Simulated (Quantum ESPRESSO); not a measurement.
**Moments of Fe5Co3 from a parallel start**

Does Fe5Co3 keep a moment from a parallel start?

Calculated with Quantum ESPRESSO 7.5; PBE; plane waves with GBRV 1.5 PBE potentials, no spin-orbit coupling.

## 1. The starting structure

It takes space group Pmm2 (No. 25, orthorhombic). Conventional cell: a = 2.853 Å, b = 5.705 Å, c = 5.705 Å, α = 90.00°, β = 90.00°, γ = 90.00°. Nearest to Fe lie 6 Fe at 2.47 Å and 2 Co at 2.47 Å. Nearest to Fe lie 4 Fe at 2.47 Å and 4 Co at 2.47 Å. Nearest to Co lie 6 Fe at 2.47 Å and 2 Co at 2.47 Å. Nearest to Fe lie 4 Co at 2.47 Å and 4 Fe at 2.47 Å. Fe has 4 Co at 2.47 Å and 4 Fe at 2.47 Å nearest. Co has 4 Fe at 2.47 Å and 4 Co at 2.47 Å nearest. Farther neighbours are not listed.

The cell was typed by rule, not taken from a database of measured structures.

## 2. Run 1 (ferro ++++++++)

The signs are those of the starting moments on the seeded atoms, the atoms that are given a moment.

pw.in reads:

```
&CONTROL
  calculation = 'scf'
  prefix = 'pwscf'
  outdir = './tmp'
  pseudo_dir = './pseudo'
  disk_io = 'nowf'
/
&SYSTEM
  ibrav = 0
  celldm(1) = 8
  nat = 8
  ntyp = 2
  ecutwfc = 40
  ecutrho = 280
  nbnd = 89
  occupations = 'smearing'
  smearing = 'fd'
  degauss = 0.00367493
  nspin = 2
  starting_magnetization(1) = 0.1562
  starting_magnetization(2) = 0.1
/
&ELECTRONS
  conv_thr = 1.6d-08
  electron_maxstep = 150
  mixing_beta = 0.3
/
ATOMIC_SPECIES
Fe     55.8450 fe_pbe_v1.5.uspp.F.UPF
Co     58.9332 co_pbe_v1.2.uspp.F.UPF
CELL_PARAMETERS alat
   1.3476109426238    0.0000000000000    0.0000000000000
   0.0000000000000    1.3476109426238    0.0000000000000
   0.0000000000000    0.0000000000000    0.6738054713119
ATOMIC_POSITIONS crystal
Fe      0.0000000000    0.0000000000    0.0000000000
Fe      0.2500000000    0.2500000000    0.5000000000
Co      0.0000000000    0.5000000000    0.0000000000
Fe      0.2500000000    0.7500000000    0.5000000000
Fe      0.5000000000    0.0000000000    0.0000000000
Fe      0.7500000000    0.2500000000    0.5000000000
Co      0.5000000000    0.5000000000    0.0000000000
Co      0.7500000000    0.7500000000    0.5000000000
K_POINTS automatic
6 6 12 0 0 0
```

On the command line:

```bash
$ OMP_NUM_THREADS=1 mpirun -n 4 pw.x -nk 4 -in pw.in > pw.out
```

Log:

```text
Program PWSCF v.7.5 starts

     Message from routine setup:
     using ibrav=0 with symmetry is DISCOURAGED, use correct ibrav instead

     K-points division:     npool     =       4
     Subspace diagonalization in iterative solution of the eigenvalue problem:

     G-vector sticks info
     --------------------
     sticks:   dense  smooth     PW     G-vecs:    dense   smooth      PW
     Sum        2593    1481    457                49653    21453    3645

     Using Slab Decomposition

     bravais-lattice index     =            0
     lattice parameter (alat)  =       8.0000  a.u.
     unit-cell volume          =     626.5180 (a.u.)^3
     number of atoms/cell      =            8
     number of atomic types    =            2
     number of electrons       =       131.00
     number of Kohn-Sham states=           89
     kinetic-energy cutoff     =      40.0000  Ry
     charge density cutoff     =     280.0000  Ry
     scf convergence threshold =      1.6E-08
     mixing beta               =       0.3000
     number of iterations used =            8  plain     mixing
     Exchange-correlation= SLA  PW   PBE  PBE
                           (   1   4   3   4   0   0   0)

     celldm(1)=   8.000000  celldm(2)=   0.000000  celldm(3)=   0.000000
     celldm(4)=   0.000000  celldm(5)=   0.000000  celldm(6)=   0.000000

     crystal axes: (cart. coord. in units of alat)
               a(1) = (   1.347611   0.000000   0.000000 )
               a(2) = (   0.000000   1.347611   0.000000 )
               a(3) = (   0.000000   0.000000   0.673805 )

     reciprocal axes: (cart. coord. in units 2 pi/alat)
               b(1) = (  0.742054  0.000000  0.000000 )
               b(2) = (  0.000000  0.742054  0.000000 )
               b(3) = (  0.000000  0.000000  1.484108 )

     PseudoPot. # 1 for Fe read from file:
     fe_pbe_v1.5.uspp.F.UPF
     Pseudo is Ultrasoft + core correction, Zval = 16.0
     Generated by new atomic code, or converted to UPF format
     Using radial grid of  861 points,  6 beta functions with:
                l(1) =   0
                l(2) =   0
                l(3) =   1
                l(4) =   1
                l(5) =   2
                l(6) =   2
     Q(r) pseudized with  8 coefficients,  rinner =    1.000   1.000   1.000
                                                       1.000   1.000

     PseudoPot. # 2 for Co read from file:
     co_pbe_v1.2.uspp.F.UPF
     Pseudo is Ultrasoft + core correction, Zval = 17.0
     Generated by new atomic code, or converted to UPF format
     Using radial grid of  863 points,  6 beta functions with:
                l(1) =   0
                l(2) =   0
                l(3) =   1
                l(4) =   1
                l(5) =   2
                l(6) =   2
     Q(r) pseudized with  8 coefficients,  rinner =    1.200   1.200   1.200
                                                       1.200   1.200

     atomic species   valence    mass     pseudopotential
     Fe               16.00    55.84500     Fe( 1.00)
     Co               17.00    58.93320     Co( 1.00)

     Starting magnetic structure
     atomic species   magnetization
     Fe              0.156
     Co              0.100

      4 Sym. Ops. (no inversion) found ( 2 have fractional translation)

   Cartesian axes

     site n.     atom                  positions (alat units)
         1        Fe     tau(   1) = (   0.0000000   0.0000000   0.0000000  )
         2        Fe     tau(   2) = (   0.3369027   0.3369027   0.3369027  )
         3        Co     tau(   3) = (   0.0000000   0.6738055   0.0000000  )
         4        Fe     tau(   4) = (   0.3369027   1.0107082   0.3369027  )
         5        Fe     tau(   5) = (   0.6738055   0.0000000   0.0000000  )
         6        Fe     tau(   6) = (   1.0107082   0.3369027   0.3369027  )
         7        Co     tau(   7) = (   0.6738055   0.6738055   0.0000000  )
         8        Co     tau(   8) = (   1.0107082   1.0107082   0.3369027  )

     number of k points=   112  Fermi-Dirac smearing, width (Ry)=  0.0037

     Number of k-points >= 100: set verbosity='high' to print them.

     Dense  grid:    49653 G-vectors     FFT dimensions: (  60,  60,  30)

     Smooth grid:    21453 G-vectors     FFT dimensions: (  48,  45,  24)

     Check: negative core charge=   -0.000061
     Generating pointlists ...
     new r_m :   0.2407 (alat units)  1.9257 (a.u.) for type    1
     new r_m :   0.2407 (alat units)  1.9257 (a.u.) for type    2

     Initial potential from superposition of free atoms

     starting charge     123.0000, renormalised to     131.0000
     Starting wfcs are  104 randomized atomic wfcs

     Self-consistent Calculation

     iteration #  1     ecut=    40.00 Ry     beta= 0.30
     Davidson diagonalization with overlap
     ethr =  1.00E-02,  avg # of iterations =  2.6

     total energy              =   -2104.11633838 Ry
     estimated scf accuracy    <     116.09128834 Ry

     total magnetization       =     3.53 Bohr mag/cell
     absolute magnetization    =     3.93 Bohr mag/cell

     iteration #  2     ecut=    40.00 Ry     beta= 0.30
     Davidson diagonalization with overlap
     ethr =  1.00E-02,  avg # of iterations =  3.5

     total energy              =   -2132.23742876 Ry
     estimated scf accuracy    <     342.24306883 Ry

     total magnetization       =     2.13 Bohr mag/cell
     absolute magnetization    =     2.18 Bohr mag/cell

     iteration #  3     ecut=    40.00 Ry     beta= 0.30
     Davidson diagonalization with overlap
     ethr =  1.00E-02,  avg # of iterations =  4.2

     total energy              =   -2143.71098746 Ry
     estimated scf accuracy    <      49.44449074 Ry

     total magnetization       =     6.10 Bohr mag/cell
     absolute magnetization    =     6.35 Bohr mag/cell

     [... further iterations left out ...]

     iteration # 27     ecut=    40.00 Ry     beta= 0.30
     Davidson diagonalization with overlap
     ethr =  1.52E-10,  avg # of iterations =  1.4

     total energy              =   -2147.22346233 Ry
     estimated scf accuracy    <       0.00000019 Ry

     total magnetization       =    18.60 Bohr mag/cell
     absolute magnetization    =    19.80 Bohr mag/cell

     iteration # 28     ecut=    40.00 Ry     beta= 0.30
     Davidson diagonalization with overlap
     ethr =  1.47E-10,  avg # of iterations =  1.0

     total energy              =   -2147.22346234 Ry
     estimated scf accuracy    <       0.00000003 Ry

     total magnetization       =    18.60 Bohr mag/cell
     absolute magnetization    =    19.80 Bohr mag/cell

     iteration # 29     ecut=    40.00 Ry     beta= 0.30
     Davidson diagonalization with overlap
     ethr =  2.56E-11,  avg # of iterations =  1.5

     total energy              =   -2147.22346235 Ry
     estimated scf accuracy    <       0.00000008 Ry

     total magnetization       =    18.60 Bohr mag/cell
     absolute magnetization    =    19.80 Bohr mag/cell

     iteration # 30     ecut=    40.00 Ry     beta= 0.30
     Davidson diagonalization with overlap
     ethr =  2.56E-11,  avg # of iterations =  1.0

     Magnetic moment per site  (integrated on atomic sphere of radius R)
     atom   1 (R=0.241)  charge= 14.4010  magn=  2.6130
     atom   2 (R=0.241)  charge= 14.3800  magn=  2.7083
     atom   3 (R=0.241)  charge= 15.5146  magn=  1.8984
     atom   4 (R=0.241)  charge= 14.3784  magn=  2.7067
     atom   5 (R=0.241)  charge= 14.4010  magn=  2.6130
     atom   6 (R=0.241)  charge= 14.3773  magn=  2.7150
     atom   7 (R=0.241)  charge= 15.5146  magn=  1.8984
     atom   8 (R=0.241)  charge= 15.4991  magn=  1.9389

     End of self-consistent calculation

     Number of k-points >= 100: set verbosity='high' to print the bands.

     the Fermi energy is    17.7895 ev

!    total energy              =   -2147.22346235 Ry
     estimated scf accuracy    <          6.5E-09 Ry
     smearing contrib. (-TS)   =      -0.00321211 Ry
     internal energy E=F+TS    =   -2147.22025024 Ry

     The total energy is F=E-TS. E is the sum of the following terms:
     one-electron contribution =   -1063.56664824 Ry
     hartree contribution      =     609.16617067 Ry
     xc contribution           =    -244.25689311 Ry
     ewald contribution        =   -1448.56287955 Ry

     total magnetization       =    18.60 Bohr mag/cell
     absolute magnetization    =    19.80 Bohr mag/cell

     convergence has been achieved in  30 iterations

=------------------------------------------------------------------------------=
   JOB DONE.
=------------------------------------------------------------------------------=
```

It took 11 min on 4 MPI ranks of Intel Xeon at 2.70GHz, shared host; peak memory 1.3 GiB.

Spin moment in the atom's sphere by atom:

| atom | spin moment in the atom's sphere (μB) |
| --- | --- |
| Fe1 | 2.61 |
| Fe2 | 2.71 |
| Co3 | 1.90 |
| Fe4 | 2.71 |
| Fe5 | 2.61 |
| Fe6 | 2.71 |
| Co7 | 1.90 |
| Co8 | 1.94 |

Read from the output:

```yaml
smearing_term_ts: 0.04370 eV
magnetization: 18.60 μB
absolute_magnetization: 19.80 μB
final_state: ferromagnetic
```

Spin density in the ab plane at fractional z = 0.000, with atoms of Fe and Co within 0.2 Å of it.

Values in e/Å³, 16 rows by 16 columns, each cell a mean:
```
3.9 1.3 0.2 0.0 0.0 0.1 0.5 2.5 3.9 1.3 0.2 0.0 0.0 0.1 0.5 2.5
0.8 0.3 0.0 0.0 0.0 0.0 0.1 0.5 0.8 0.3 0.1 0.0 0.0 0.0 0.1 0.5
0.1 0.0 0.0 0.0 0.0 0.0 0.0 0.1 0.1 0.0 0.0 0.0 0.0 0.0 0.0 0.1
0.0 0.0 0.0 0.0 0.0 0.0 0.0 0.0 0.0 0.0 0.0 0.0 0.0 0.0 0.0 0.0
0.0 0.0 0.0 0.0 0.0 0.0 0.0 0.0 0.0 0.0 0.0 0.0 0.0 0.0 0.0 0.0
0.2 0.1 0.0 0.0 0.0 0.0 0.0 0.1 0.2 0.1 0.0 0.0 0.0 0.0 0.0 0.2
1.8 0.5 0.1 0.0 0.0 0.0 0.2 1.0 1.8 0.5 0.1 0.0 0.0 0.0 0.2 1.0
5.7 1.8 0.2 0.0 0.0 0.1 0.7 3.5 5.6 1.8 0.3 0.0 0.0 0.1 0.7 3.4
3.5 1.0 0.2 0.0 0.0 0.0 0.4 2.0 3.5 1.0 0.2 0.0 0.0 0.0 0.4 2.0
0.6 0.2 0.0 0.0 0.0 0.0 0.1 0.4 0.6 0.2 0.0 0.0 0.0 0.0 0.1 0.4
0.1 0.0 0.0 0.0 0.0 0.0 0.0 0.0 0.1 0.0 0.0 0.0 0.0 0.0 0.0 0.0
0.0 0.0 0.0 0.0 0.0 0.0 0.0 0.0 0.0 0.0 0.0 0.0 0.0 0.0 0.0 0.0
0.0 0.0 0.0 0.0 0.0 0.0 0.0 0.0 0.0 0.0 0.0 0.0 0.0 0.0 0.0 0.0
0.3 0.1 0.0 0.0 0.0 0.0 0.1 0.2 0.3 0.1 0.0 0.0 0.0 0.0 0.1 0.2
2.2 0.7 0.1 0.0 0.0 0.0 0.3 1.4 2.2 0.7 0.1 0.0 0.0 0.0 0.3 1.3
5.4 2.2 0.3 0.0 0.0 0.1 0.8 4.0 5.4 2.2 0.3 0.0 0.0 0.1 0.8 3.9
```
Columns run along a (5.7 Å), rows up along b (5.7 Å). Atoms in or near the plane, at fractional coordinates: Fe at (0.00, 0.00), Co at (0.00, 0.50), Fe at (0.50, 0.00), Co at (0.50, 0.50).

Valence density in the ab plane at fractional z = 0.000, with atoms of Fe and Co within 0.2 Å of it. It is the smooth field of the valence electrons, not physical close to the nuclei.

Ten steps, logarithmic in the rise over the least value, from '0' (0 e/Å³) to '9' (39 e/Å³), each cell a mean:
```
8620004786200047
4300001443000014
1000000000000000
0000000000000000
0000000000000000
2100000221000002
7510003675100036
9720004897200048
8620004786200048
4300001443000014
1000000010000000
0000000000000000
0000000000000000
2100000221000002
7510003675100036
8720014887200148
```
Columns run along a (5.7 Å), rows up along b (5.7 Å). Atoms in or near the plane, at fractional coordinates: Fe at (0.00, 0.00), Co at (0.00, 0.50), Fe at (0.50, 0.00), Co at (0.50, 0.50).

## 3. Run 2 (no spin polarisation)

Edit pw.in of step 2 so:

```diff
@@ -14,3 +14,3 @@
   ecutrho = 280
-  nbnd = 89
+  nbnd = 81
   occupations = 'smearing'
@@ -18,5 +18,2 @@
   degauss = 0.00367493
-  nspin = 2
-  starting_magnetization(1) = 0.1562
-  starting_magnetization(2) = 0.1
 /
```

Log:

```text
[banner, memory and clock lines left out]
Program PWSCF v.7.5 starts

     Message from routine setup:
     using ibrav=0 with symmetry is DISCOURAGED, use correct ibrav instead

     bravais-lattice index     =            0
     lattice parameter (alat)  =       8.0000  a.u.
     unit-cell volume          =     626.5180 (a.u.)^3
     number of atoms/cell      =            8
     number of atomic types    =            2
     number of electrons       =       131.00
     number of Kohn-Sham states=           81
     kinetic-energy cutoff     =      40.0000  Ry
     charge density cutoff     =     280.0000  Ry
     scf convergence threshold =      1.6E-08
     mixing beta               =       0.3000
     number of iterations used =            8  plain     mixing
     Exchange-correlation= SLA  PW   PBE  PBE
                           (   1   4   3   4   0   0   0)

     celldm(1)=   8.000000  celldm(2)=   0.000000  celldm(3)=   0.000000
     celldm(4)=   0.000000  celldm(5)=   0.000000  celldm(6)=   0.000000

     crystal axes: (cart. coord. in units of alat)
               a(1) = (   1.347611   0.000000   0.000000 )
               a(2) = (   0.000000   1.347611   0.000000 )
               a(3) = (   0.000000   0.000000   0.673805 )

     reciprocal axes: (cart. coord. in units 2 pi/alat)
               b(1) = (  0.742054  0.000000  0.000000 )
               b(2) = (  0.000000  0.742054  0.000000 )
               b(3) = (  0.000000  0.000000  1.484108 )

     PseudoPot. # 1 for Fe read from file:
     fe_pbe_v1.5.uspp.F.UPF
     Pseudo is Ultrasoft + core correction, Zval = 16.0

     PseudoPot. # 2 for Co read from file:
     co_pbe_v1.2.uspp.F.UPF
     Pseudo is Ultrasoft + core correction, Zval = 17.0

     atomic species   valence    mass     pseudopotential
     Fe               16.00    55.84500     Fe( 1.00)
     Co               17.00    58.93320     Co( 1.00)

      4 Sym. Ops. (no inversion) found ( 2 have fractional translation)

   Cartesian axes

     site n.     atom                  positions (alat units)
         1        Fe     tau(   1) = (   0.0000000   0.0000000   0.0000000  )
         2        Fe     tau(   2) = (   0.3369027   0.3369027   0.3369027  )
         3        Co     tau(   3) = (   0.0000000   0.6738055   0.0000000  )
         4        Fe     tau(   4) = (   0.3369027   1.0107082   0.3369027  )
         5        Fe     tau(   5) = (   0.6738055   0.0000000   0.0000000  )
         6        Fe     tau(   6) = (   1.0107082   0.3369027   0.3369027  )
         7        Co     tau(   7) = (   0.6738055   0.6738055   0.0000000  )
         8        Co     tau(   8) = (   1.0107082   1.0107082   0.3369027  )

     number of k points=   112  Fermi-Dirac smearing, width (Ry)=  0.0037

     Number of k-points >= 100: set verbosity='high' to print them.

     Dense  grid:    49653 G-vectors     FFT dimensions: (  60,  60,  30)

     Smooth grid:    21453 G-vectors     FFT dimensions: (  48,  45,  24)

     Check: negative core charge=   -0.000061

     Initial potential from superposition of free atoms

     starting charge     123.0000, renormalised to     131.0000
     Starting wfcs are  104 randomized atomic wfcs

     Self-consistent Calculation

     iteration #  1     ecut=    40.00 Ry     beta= 0.30
     Davidson diagonalization with overlap
     ethr =  1.00E-02,  avg # of iterations =  2.4

     total energy              =   -2102.12137788 Ry
     estimated scf accuracy    <     119.86620409 Ry

     iteration #  2     ecut=    40.00 Ry     beta= 0.30
     Davidson diagonalization with overlap
     ethr =  1.00E-02,  avg # of iterations =  4.4

     total energy              =   -2132.38519454 Ry
     estimated scf accuracy    <     357.32254703 Ry

     [... further iterations left out ...]

     iteration # 34     ecut=    40.00 Ry     beta= 0.30
     Davidson diagonalization with overlap
     ethr =  1.51E-11,  avg # of iterations =  1.0

     total energy              =   -2146.86802236 Ry
     estimated scf accuracy    <       0.00000002 Ry

     iteration # 35     ecut=    40.00 Ry     beta= 0.30
     Davidson diagonalization with overlap
     ethr =  1.26E-11,  avg # of iterations =  1.0

     End of self-consistent calculation

     Number of k-points >= 100: set verbosity='high' to print the bands.

     the Fermi energy is    17.4369 ev

!    total energy              =   -2146.86802236 Ry
     estimated scf accuracy    <          4.6E-09 Ry
     smearing contrib. (-TS)   =      -0.01937086 Ry
     internal energy E=F+TS    =   -2146.84865149 Ry

     The total energy is F=E-TS. E is the sum of the following terms:
     one-electron contribution =   -1063.41616759 Ry
     hartree contribution      =     608.14953015 Ry
     xc contribution           =    -243.01913450 Ry
     ewald contribution        =   -1448.56287955 Ry

     convergence has been achieved in  35 iterations
```

It took 7.4 min on 4 MPI ranks; peak memory 0.84 GiB.

Read from the output:

| Quantity | Value |
| --- | --- |
| smearing term TS | 0.2636 eV |
| final state | non-magnetic (no spin polarisation) |

## 4. Energies of the orders

An order is kept where moments of 0.15 μB or more survive with the typed signs; meshes match where a doubled cell samples the same k points as the first cell.

Orders:

```csv
start,final state,typed order kept,energy over the lowest (meV a seeded atom),largest site moment (μB),net moment (μB a cell of the first run),mesh matched,CPU time (s)
ferro ++++++++,ferromagnetic,yes,0,2.715,18.6,yes,2683
no spin polarisation,non-magnetic,-,604.5,0,0,yes,1775
```

## 5. What came out

* state found: ferromagnetic (from ferro ++++++++)
* largest site moment: 2.71 μB
* state without moments: 605 meV a seeded atom higher

**Reading.** No opposed start was run, so this says nothing of the order that the crystal takes. The cell was built by rule and the atoms were not relaxed, which can move these energies.

[Logs and program files are shortened in this print: banners, set-up blocks, solver, clock and traceback lines can be left out without a mark of their own.]

[Logs are printed without paths, hosts, clocks, repeated set-up lines and the standing remarks that a program may print on its own settings, such as how far it seeks lower states.]

[Hosts, paths, dates, database ids (printed as entryN), source tags and the programs' standing remarks are cut or masked in the printed files.]

[Where a cell is said to come from a database of computed structures, the database is the Materials Project.]
